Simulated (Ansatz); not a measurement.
**Sn wire along [100], 21 atoms a period, H-terminated: bands by functional**

Wanted: the relaxed geometry and the bands of the Sn wire along [100], 21 atoms a period, H-terminated.

Calculated with Ansatz 0.2.0; DFT PBE, plane waves, PAW; relaxation of a wire's period; PAW set soft_1, in the first sound run; inputs show where later runs differ.

## 1. The starting structure

The cell holds 41 atoms: 21 Sn and 20 H. Cell: a = 18.796 Å, b = 18.796 Å, c = 6.650 Å, α = 90.0°, β = 90.0°, γ = 90.0°. Vacuum lies along a and b. The structure's axis is c.

## 2. Relaxation of atoms and period

Band widths follow the bond lengths, so the wire is relaxed first. The atoms and the third cell vector are free; the box across stays fixed as vacuum. A Fermi-Dirac smearing is set since the result may be a metal. The pressure printed is a third of the stress's trace over the whole box, vacuum included; only the stress along the axis is relaxed.

Contents of input.yaml:

```yaml
crystal:
  lattice:
    - [18.796, 0.0, 0.0]
    - [0.0, 18.796, 0.0]
    - [0.0, 0.0, 6.65]
  atoms:
    - { symbol: Sn, position: [0.323093369, 0.49999271, 0.0] }
    - { symbol: Sn, position: [0.49999271, 0.323093369, 0.0] }
    - { symbol: Sn, position: [0.49999271, 0.67689205, 0.0] }
    - { symbol: Sn, position: [0.67689205, 0.49999271, 0.0] }
    - { symbol: H, position: [0.180889551, 0.357788891, 0.098065719] }
    - { symbol: H, position: [0.357788891, 0.180889551, 0.098065719] }
    - { symbol: H, position: [0.642196528, 0.819095868, 0.098065719] }
    - { symbol: H, position: [0.819095868, 0.642196528, 0.098065719] }
    - { symbol: Sn, position: [0.234643699, 0.41154304, 0.25] }
    - { symbol: Sn, position: [0.41154304, 0.234643699, 0.25] }
    - { symbol: Sn, position: [0.41154304, 0.58844238, 0.25] }
    - { symbol: Sn, position: [0.58844238, 0.41154304, 0.25] }
    - { symbol: Sn, position: [0.58844238, 0.76534172, 0.25] }
    - { symbol: Sn, position: [0.76534172, 0.58844238, 0.25] }
    - { symbol: H, position: [0.269339221, 0.730646198, 0.348065719] }
    - { symbol: H, position: [0.730646198, 0.269339221, 0.348065719] }
    - { symbol: H, position: [0.180889551, 0.465297188, 0.401934281] }
    - { symbol: H, position: [0.465297188, 0.180889551, 0.401934281] }
    - { symbol: H, position: [0.534688232, 0.819095868, 0.401934281] }
    - { symbol: H, position: [0.819095868, 0.534688232, 0.401934281] }
    - { symbol: Sn, position: [0.323093369, 0.323093369, 0.5] }
    - { symbol: Sn, position: [0.323093369, 0.67689205, 0.5] }
    - { symbol: Sn, position: [0.49999271, 0.49999271, 0.5] }
    - { symbol: Sn, position: [0.67689205, 0.323093369, 0.5] }
    - { symbol: Sn, position: [0.67689205, 0.67689205, 0.5] }
    - { symbol: H, position: [0.180889551, 0.534688232, 0.598065719] }
    - { symbol: H, position: [0.465297188, 0.819095868, 0.598065719] }
    - { symbol: H, position: [0.534688232, 0.180889551, 0.598065719] }
    - { symbol: H, position: [0.819095868, 0.465297188, 0.598065719] }
    - { symbol: H, position: [0.269339221, 0.269339221, 0.651934281] }
    - { symbol: H, position: [0.730646198, 0.730646198, 0.651934281] }
    - { symbol: Sn, position: [0.234643699, 0.58844238, 0.75] }
    - { symbol: Sn, position: [0.41154304, 0.41154304, 0.75] }
    - { symbol: Sn, position: [0.41154304, 0.76534172, 0.75] }
    - { symbol: Sn, position: [0.58844238, 0.234643699, 0.75] }
    - { symbol: Sn, position: [0.58844238, 0.58844238, 0.75] }
    - { symbol: Sn, position: [0.76534172, 0.41154304, 0.75] }
    - { symbol: H, position: [0.180889551, 0.642196528, 0.901934281] }
    - { symbol: H, position: [0.357788891, 0.819095868, 0.901934281] }
    - { symbol: H, position: [0.642196528, 0.180889551, 0.901934281] }
    - { symbol: H, position: [0.819095868, 0.357788891, 0.901934281] }
kpoints:
  mp_grid: { grid: [1, 1, 13] }
scf:
  occupations: { method: fermi_dirac, width: 0.05 }
hamiltonian:
  xc: pbe
  pseudopotentials: { kind: paw, azcp: { folder: soft_1 } }
relax:
  cell: { fix: [a, b, alpha, beta, gamma] }
  max_steps: 45
  f_tol: 0.03
```

Started as:

```console
$ ansatz run input.yaml --threads 4 --pin off --max-ram 16384MiB --backend cpu --events-out ev --progress --plain --runs-dir out
```

Numbers of over 12 decimals in the logs are rounded to 6 here.

Log:

```text
Engine: ansatz 0.2.0, aarch64-unknown-linux-gnu
Pseudopotentials: kind: paw
Pseudopotential: Sn, paw, valence charge 14, recommended cutoff 420 eV (normal), soft_1/Sn.paw.azcp
Pseudopotential: H, paw, valence charge 1, recommended cutoff 420 eV (normal), soft_1/H.paw.azcp
Functional definition: PBE
  parameter kappa = 0.804
  parameter beta = 0.066725
  exchange = pbe_x(kappa = kappa, mu = beta*pi^2/3)
  correlation = pbe_c(beta = beta)
Crystal: 41 atoms, lattice volume = 2349.376 Å³
Basis set: ecut = 420 eV, 45963 PW (Γ), exchange–correlation on 256×256×90 points (8 copies of the dense FFT grid, shifted against one another)
Bands: 198, of which v1, the nominal top of the filled ones, is band 157 counted from 1 (156 counted from 0)
Symmetry: 8 space group operations
Space group: P-42m (ITA 111), of the structure as read, at distance tolerance 1.3e-4 Å
k-points: 7 of 13
Non-local potential: Sn, projectors of the file, l = 0: 2, l = 1: 2, l = 2: 2, l = 3: 1
Non-local potential: H, projectors of the file, l = 0: 2, l = 1: 1
PAW form: soft (Blöchl's): semilocal exchange-correlation on the pseudo side does not see the compensation charge
PAW one-centre angular grid: Sn, 590 points (default); XC on 64 Gauss nodes
PAW one-centre angular grid: H, 110 points (default); XC on 64 Gauss nodes
Initial density: superposition of atomic densities (neutral atoms: chi_scale 0, normalization atom)
Initial wavefunctions: pseudopotential atomic-orbital guess
Functional: x = pbe(κ = 0.804, μ = 0.219515), c = pbe(β = 0.066725)
SCF iter   1: F=—  HF=-126824.269601 eV  |F-HF|=—  |Δ(HF+E_count)|=         —  Δρ=2.82e-2  dr2=1.98e1  ethr=3.10e-3  ⟨swp⟩=6.9  Hψ=6240  notcnv=0  defer=58
preconditioner: auto → Resta (q_TF=auto, 1.951 Å⁻¹)  ε∞=2.0  [insulator: Δε(μ)=1.230 eV  Ē_g=7.896 eV  σ=0.050 eV  W_gap=1.00  n_scr=304 (ndim 8)  ℏωp=7.8 eV  f_vac=0.532  D(μ)=0.00/eV (n_scr^D=0)  ε∞_Penn≈2.0  vacuum switching on, ρ_ref=4.5e-3 e/Å³]
SCF iter   2: F=—  HF=-126819.647067 eV  |F-HF|=—  |Δ(HF+E_count)|=    4.62e0  Δρ=1.07e-2  dr2=4.18e0  ethr=3.10e-3  ⟨swp⟩=3.0  Hψ=2011  notcnv=0  defer=217
SCF iter   3: F=—  HF=-126819.085355 eV  |F-HF|=—  |Δ(HF+E_count)|=   5.62e-1  Δρ=4.49e-3  dr2=2.39e0  ethr=1.33e-3  ⟨swp⟩=3.4  Hψ=1956  notcnv=0  defer=219
SCF iter   4: F=—  HF=-126818.736860 eV  |F-HF|=—  |Δ(HF+E_count)|=   3.48e-1  Δρ=1.40e-3  dr2=1.22e-1  ethr=7.61e-4  ⟨swp⟩=4.0  Hψ=1535  notcnv=0  defer=219
SCF iter   5: F=—  HF=-126818.738611 eV  |F-HF|=—  |Δ(HF+E_count)|=   1.75e-3  Δρ=5.12e-4  dr2=6.27e-3  ethr=3.88e-5  ⟨swp⟩=2.3  Hψ=2000  notcnv=0  defer=214
SCF iter   6: F=—  HF=-126818.743698 eV  |F-HF|=—  |Δ(HF+E_count)|=   5.09e-3  Δρ=1.29e-4  dr2=5.96e-4  ethr=2.00e-6  ⟨swp⟩=2.0  Hψ=1535  notcnv=0  defer=214
SCF iter   7: F=—  HF=-126818.744307 eV  |F-HF|=—  |Δ(HF+E_count)|=   6.09e-4  Δρ=3.49e-5  dr2=7.25e-5  ethr=1.90e-7  ⟨swp⟩=2.0  Hψ=2270  notcnv=0  defer=214
SCF iter   8: F=—  HF=-126818.743854 eV  |F-HF|=—  |Δ(HF+E_count)|=   4.53e-4  Δρ=1.25e-5  dr2=4.39e-6  ethr=2.31e-8  ⟨swp⟩=2.0  Hψ=2297  notcnv=0  defer=214
SCF iter   9: F=—  HF=-126818.743864 eV  |F-HF|=—  |Δ(HF+E_count)|=   1.01e-5  Δρ=3.65e-6  dr2=5.58e-7  ethr=1.40e-9  ⟨swp⟩=3.0  Hψ=2529  notcnv=0  defer=214
SCF iter  10: F=-126818.743865 eV  HF=-126818.743865 eV  |F-HF|=4.57e-9  |Δ(HF+E_count)|=   7.72e-7  Δρ=1.20e-6  dr2=7.55e-8  ethr=3.18e-11  ⟨swp⟩=5.3  Hψ=5003  notcnv=0
SCF 1 converged in 10 iterations: F = -126818.743865 eV  dr2 = 7.55e-8
  greatest PAW one-centre occupation: 0.991 electrons in one spin orbital (limit 2), on the Sn atom at site 8 (counted from 0), in its partial waves of l = 2
relax step   1: F+E_penalty+E_count = -126818.74386472 eV  Δ(F+E_penalty+E_count) = +0.000e0 eV  max|allowed force component| = 1.694e-1 eV/Å  Δτ_max = 0.0000 Å  P = -0.364 GPa  Ω = 2349.376 Å³  fix = [a, b, alpha, beta, gamma]  reactions: a -0.389, b -0.389 GPa  (10 SCF iters, dr2 threshold 1.00e-7 eV, accepted)
Crystal: 41 atoms, lattice volume = 2339.683 Å³
Basis set: ecut = 420 eV, 45747 PW (Γ), exchange–correlation on 256×256×90 points (8 copies of the dense FFT grid, shifted against one another)
Initial density: handed on by an earlier stage of this run
Initial wavefunctions: those handed on with the density
iter 1 solved again at ethr=2.28e-4 eV; its pass at ethr=3.10e-3 eV (dr2=7.16e-1 eV) is discarded
SCF iter   1: F=—  HF=-126818.735288 eV  |F-HF|=—  |Δ(HF+E_count)|=         —  Δρ=6.70e-3  dr2=7.25e-1  ethr=2.28e-4  ⟨swp⟩=5.6  Hψ=6248  notcnv=0  defer=3
preconditioner: auto → Resta (q_TF=auto, 1.952 Å⁻¹)  ε∞=1.5  [insulator: Δε(μ)=1.690 eV  Ē_g=19.003 eV  σ=0.050 eV  W_gap=1.00  n_scr=296 (ndim 8)  ℏωp=13.6 eV  f_vac=0.583  D(μ)=0.00/eV (n_scr^D=0)  ε∞_Penn≈1.5  vacuum switching on, ρ_ref=2.6e-2 e/Å³]
SCF iter   2: F=—  HF=-126818.633684 eV  |F-HF|=—  |Δ(HF+E_count)|=   1.02e-1  Δρ=3.30e-3  dr2=1.57e-1  ethr=2.28e-4  ⟨swp⟩=2.9  Hψ=1950  notcnv=0  defer=64
SCF iter   3: F=—  HF=-126818.628070 eV  |F-HF|=—  |Δ(HF+E_count)|=   5.61e-3  Δρ=4.86e-4  dr2=3.08e-2  ethr=5.00e-5  ⟨swp⟩=3.3  Hψ=1922  notcnv=0  defer=64
SCF iter   4: F=—  HF=-126818.623300 eV  |F-HF|=—  |Δ(HF+E_count)|=   4.77e-3  Δρ=2.37e-4  dr2=7.94e-3  ethr=9.81e-6  ⟨swp⟩=2.3  Hψ=1729  notcnv=0  defer=70
SCF iter   5: F=—  HF=-126818.622305 eV  |F-HF|=—  |Δ(HF+E_count)|=   9.94e-4  Δρ=1.05e-4  dr2=2.76e-4  ethr=2.53e-6  ⟨swp⟩=2.0  Hψ=1399  notcnv=0  defer=70
SCF iter   6: F=—  HF=-126818.621777 eV  |F-HF|=—  |Δ(HF+E_count)|=   5.28e-4  Δρ=3.39e-5  dr2=3.33e-5  ethr=8.78e-8  ⟨swp⟩=3.0  Hψ=2569  notcnv=0  defer=70
SCF iter   7: F=—  HF=-126818.621788 eV  |F-HF|=—  |Δ(HF+E_count)|=   1.07e-5  Δρ=1.15e-5  dr2=2.68e-6  ethr=1.06e-8  ⟨swp⟩=2.0  Hψ=1577  notcnv=0  defer=70
SCF iter   8: F=-126818.621789 eV  HF=-126818.621789 eV  |F-HF|=2.34e-8  |Δ(HF+E_count)|=   1.81e-6  Δρ=2.96e-6  dr2=2.58e-7  ethr=5.71e-10  ⟨swp⟩=5.0  Hψ=4187  notcnv=0
SCF 2 converged in 8 iterations: F = -126818.621789 eV  dr2 = 2.58e-7
  greatest PAW one-centre occupation: 0.990 electrons in one spin orbital (limit 2), on the Sn atom at site 22 (counted from 0), in its partial waves of l = 2
relax step   2: F+E_penalty+E_count = -126818.62178947 eV  Δ(F+E_penalty+E_count) = +1.221e-1 eV  max|allowed force component| = 7.398e-1 eV/Å  Δτ_max = 0.1914 Å  P = +0.301 GPa  Ω = 2339.683 Å³  energy of the carried Pulay correction = +9.009e-4 eV  fix = [a, b, alpha, beta, gamma]  (8 SCF iters, dr2 threshold 1.79e-6 eV, rejected (line search))
Crystal: 41 atoms, lattice volume = 2347.771 Å³
iter 1 solved again at ethr=9.10e-5 eV; its pass at ethr=3.10e-3 eV (dr2=2.86e-1 eV) is discarded
[...]
SCF iter   6: F=-126819.018789 eV  HF=-126819.018789 eV  |F-HF|=2.59e-7  |Δ(HF+E_count)|=   2.87e-6  Δρ=7.51e-8  dr2=9.72e-11  ethr=1.00e-12  ⟨swp⟩=5.7  Hψ=4288  notcnv=0
SCF 8 converged in 6 iterations: F = -126819.018789 eV  dr2 = 9.72e-11
  greatest PAW one-centre occupation: 0.991 electrons in one spin orbital (limit 2), on the Sn atom at site 36 (counted from 0), in its partial waves of l = 2
relax step   8: F+E_penalty+E_count = -126819.01878943 eV  Δ(F+E_penalty+E_count) = -2.570e-4 eV  max|allowed force component| = 2.938e-2 eV/Å  Δτ_max = 0.0000 Å  P = -0.009 GPa  Ω = 2351.213 Å³  fix = [a, b, alpha, beta, gamma]  reactions: a -0.009, b -0.009 GPa  stress off target by 1.06e-2 GPa on what of the cell is left free  SCF on the basis re-selected at this cell (its energy is not comparable with the rows above)  (6 SCF iters)
basis re-selected at this cell: Δ(F+E_penalty+E_count) = -2.570e-4 eV, ΔP = +0.000 GPa vs the last step (what re-selecting the basis moved, of the pressure what is left beyond the Pulay correction that the steps carried, after the strain that the cell walked since its last selection, with what the two solves' SCF thresholds leave and, on support functions, any second-order correction that the steps lacked; it is no m [...]
SCF converged after 6 iterations
Free energy (F): -126819.018789 eV
Harris-Foulkes:  -126819.018789 eV  (|F-HF|=2.59e-7)
Internal energy: -126819.018789 eV  (E = F + TS)
E sigma→0 (E₀):  -126819.018789 eV
Entropy (-TS):   -0.000000 eV (-0.000 meV/atom)
Fermi energy:    -0.580222 eV
--- Per-component energies (eV) ---
  E_band       = -5134.781066
  E_kinetic    = 3774.830748
  E_local      = -124417.510631  (includes V_loc(G=0)·N_el)
  E_nonlocal   = 3053.971518
  E_hartree    = 60588.928890
  E_xc         = -2795.605805
  E_vxc        = -1882.030801  (∫ρ·V_xc dr)
  E_paw        = -91789.238181  (= ΣΔE_a)
  E_vpaw       = -6841.888815  (= ΣTr[D̂ρ^β])
  E_aug_tail   = -0.011539  (compensation charges beyond the density's cutoff)
  E_ewald      = 24765.616210
  E_smearing   = -0.000000  (= −TS)
  E_closure    = -0.000000  (closes the sum)
  Σ components = -126819.018789   (vs F -126819.018789, Δ=0.00e0)
--- Forces (eV/Å), atoms counted from 1 ---
  atom   1  Sn    -0.01407752     0.00000000     0.00000000
  atom   2  Sn     0.00000000    -0.01407752    -0.00000000
  atom   3  Sn     0.00000000     0.01407752    -0.00000000
  atom   4  Sn     0.01407752     0.00000000    -0.00000000
  atom   5  H      0.01324900     0.01861817     0.02145668
  atom   6  H      0.01861817     0.01324900     0.02145668
  atom   7  H     -0.01861817    -0.01324900     0.02145668
  atom   8  H     -0.01324900    -0.01861817     0.02145668
  atom   9  Sn    -0.02937907    -0.00085116    -0.01207850
  atom  10  Sn    -0.00085116    -0.02937907    -0.01207850
  atom  11  Sn    -0.00384052     0.00384052    -0.01635305
  atom  12  Sn     0.00384052    -0.00384052    -0.01635305
  atom  13  Sn     0.00085116     0.02937907    -0.01207850
  atom  14  Sn     0.02937907     0.00085116    -0.01207850
  atom  15  H      0.00081309    -0.00081309    -0.00368649
  atom  16  H     -0.00081309     0.00081309    -0.00368649
  atom  17  H      0.02136020    -0.01974793    -0.01722231
  atom  18  H     -0.01974793     0.02136020    -0.01722231
  atom  19  H      0.01974793    -0.02136020    -0.01722231
  atom  20  H     -0.02136020     0.01974793    -0.01722231
  atom  21  Sn    -0.01213558    -0.01213558    -0.01216801
  atom  22  Sn    -0.01213558     0.01213558     0.01216801
  atom  23  Sn     0.00000000     0.00000000     0.00000000
  atom  24  Sn     0.01213558    -0.01213558     0.01216801
  atom  25  Sn     0.01213558     0.01213558    -0.01216801
  atom  26  H      0.02136020     0.01974793     0.01722231
  atom  27  H     -0.01974793    -0.02136020     0.01722231
  atom  28  H      0.01974793     0.02136020     0.01722231
  atom  29  H     -0.02136020    -0.01974793     0.01722231
  atom  30  H      0.00081309     0.00081309     0.00368649
  atom  31  H     -0.00081309    -0.00081309     0.00368649
  atom  32  Sn    -0.02937907     0.00085116     0.01207850
  atom  33  Sn    -0.00384052    -0.00384052     0.01635305
  atom  34  Sn    -0.00085116     0.02937907     0.01207850
  atom  35  Sn     0.00085116    -0.02937907     0.01207850
  atom  36  Sn     0.00384052     0.00384052     0.01635305
  atom  37  Sn     0.02937907    -0.00085116     0.01207850
  atom  38  H      0.01324900    -0.01861817    -0.02145668
  atom  39  H      0.01861817    -0.01324900    -0.02145668
  atom  40  H     -0.01861817     0.01324900    -0.02145668
  atom  41  H     -0.01324900     0.01861817    -0.02145668
  max |Σ_I F_I| component: 1.04e-17 eV/Å
--- Stress (GPa, compression-positive) ---
       -0.008684      -0.000000       0.000000
       -0.000000      -0.008684      -0.000000
        0.000000      -0.000000      -0.010630
  P = ⅓ Tr σ = -0.0093 GPa (-0.093 kbar)
--- Relaxed structure (7 steps of the walk, 6 accepted, 1 SCFs on fresh bases) ---
  F+E_penalty+E_count = -126819.01878943 eV   max|allowed force component| = 2.938e-2 eV/Å   (the final SCF, on the basis selected at the relaxed cell)
  cell:  # Å, volume = 2351.2127 Å³
    - [18.796, 0.0, 0.0]
    - [0.0, 18.796, 0]
    - [0.0, 0, 6.655199]
  atoms:
    - { symbol: Sn, position: [0.324532, 0.499993, 6.235206332137434e-19] }
    - { symbol: Sn, position: [0.499993, 0.324532, 6.235206332137431e-19] }
    - { symbol: Sn, position: [0.499993, 0.675453, 6.235206332137434e-19] }
    - { symbol: Sn, position: [0.675453, 0.499993, 6.235206332137431e-19] }
    - { symbol: H, position: [0.193753, 0.350544, 0.076904] }
    - { symbol: H, position: [0.350544, 0.193753, 0.076904] }
    - { symbol: H, position: [0.649442, 0.806233, 0.076904] }
    - { symbol: H, position: [0.806233, 0.649442, 0.076904] }
    - { symbol: Sn, position: [0.239064, 0.407607, 0.237519] }
    - { symbol: Sn, position: [0.407607, 0.239064, 0.237519] }
    - { symbol: Sn, position: [0.412704, 0.587281, 0.249838] }
    - { symbol: Sn, position: [0.587281, 0.412704, 0.249838] }
    - { symbol: Sn, position: [0.592379, 0.760921, 0.237519] }
    - { symbol: Sn, position: [0.760921, 0.592379, 0.237519] }
    - { symbol: H, position: [0.272028, 0.727957, 0.352753] }
    - { symbol: H, position: [0.727957, 0.272028, 0.352753] }
    - { symbol: H, position: [0.175288, 0.455813, 0.367601] }
    - { symbol: H, position: [0.455813, 0.175288, 0.367601] }
    - { symbol: H, position: [0.544172, 0.824698, 0.367601] }
    - { symbol: H, position: [0.824698, 0.544172, 0.367601] }
    - { symbol: Sn, position: [0.325859, 0.325859, 0.498264] }
    - { symbol: Sn, position: [0.325859, 0.674127, 0.501736] }
    - { symbol: Sn, position: [0.499993, 0.499993, 0.500000] }
    - { symbol: Sn, position: [0.674127, 0.325859, 0.501736] }
    - { symbol: Sn, position: [0.674127, 0.674127, 0.498264] }
    - { symbol: H, position: [0.175288, 0.544172, 0.632399] }
    - { symbol: H, position: [0.455813, 0.824698, 0.632399] }
    - { symbol: H, position: [0.544172, 0.175288, 0.632399] }
    - { symbol: H, position: [0.824698, 0.455813, 0.632399] }
    - { symbol: H, position: [0.272028, 0.272028, 0.647247] }
    - { symbol: H, position: [0.727957, 0.727957, 0.647247] }
    - { symbol: Sn, position: [0.239064, 0.592379, 0.762481] }
    - { symbol: Sn, position: [0.412704, 0.412704, 0.750162] }
    - { symbol: Sn, position: [0.407607, 0.760921, 0.762481] }
    - { symbol: Sn, position: [0.592379, 0.239064, 0.762481] }
    - { symbol: Sn, position: [0.587281, 0.587281, 0.750162] }
    - { symbol: Sn, position: [0.760921, 0.407607, 0.762481] }
    - { symbol: H, position: [0.193753, 0.649442, 0.923096] }
    - { symbol: H, position: [0.350544, 0.806233, 0.923096] }
    - { symbol: H, position: [0.649442, 0.193753, 0.923096] }
    - { symbol: H, position: [0.806233, 0.350544, 0.923096] }
```

Wall time 16 min (4 threads of Arm Neoverse V1, shared host); peak memory 8.1 GiB; 62 min of CPU time.

Relaxation path:

```tsv
step	energy less that of the first step (eV)	largest force component (eV/Å)	pressure (GPa)	volume (Å³)
1	0.0000	0.1694	-0.36	2349.38
2	0.1221	0.7398	0.30	2339.68
3	-0.1825	0.0525	-0.11	2347.77
4	-0.2176	0.0450	-0.01	2350.67
5	-0.2487	0.0652	0.00	2355.60
6	-0.2643	0.0249	0.00	2353.73
7	-0.2747	0.0294	-0.01	2351.21
8*	-0.2749	0.0294	-0.01	2351.21
```

Relaxation steps marked * repeat the geometry before them on a plane-wave basis chosen anew for their cell, so energy and pressure can jump there. Relaxation step 2 was tried and not accepted.

Forces are held to the 8 operations that the run works with; a distortion that breaks them can't arise in this run.

```tsv
cell as run	before	after	change
c (Å)	6.650	6.655	+0.1 %
```

The atoms that moved most (Å, along periodic axes as changes of fractional coordinates times the final cell, across vacuum about the mean position):

```tsv
atom	dx	dy	dz	length
H38	0.242	0.136	0.141	0.311
H40	0.136	0.242	0.141	0.311
H5	0.242	-0.136	-0.141	0.311
H6	-0.136	0.242	-0.141	0.311
H7	0.136	-0.242	-0.141	0.311
H8	-0.242	0.136	-0.141	0.311
H41	-0.242	-0.136	0.141	0.311
H39	-0.136	-0.242	0.141	0.311
```

This step gave:

- cell length along the wire: 6.655 Å

The cell's length comes to 6.655 Å with spin left out.

(Part 1 of 2 ends here.)

[Logs are printed without paths, hosts, clocks, repeated set-up lines and the standing remarks that a program may print on its own settings, such as how far it seeks lower states.]

[Hosts, paths, dates, database ids (printed as entryN), source tags and the programs' standing remarks are cut or masked in the printed files.]
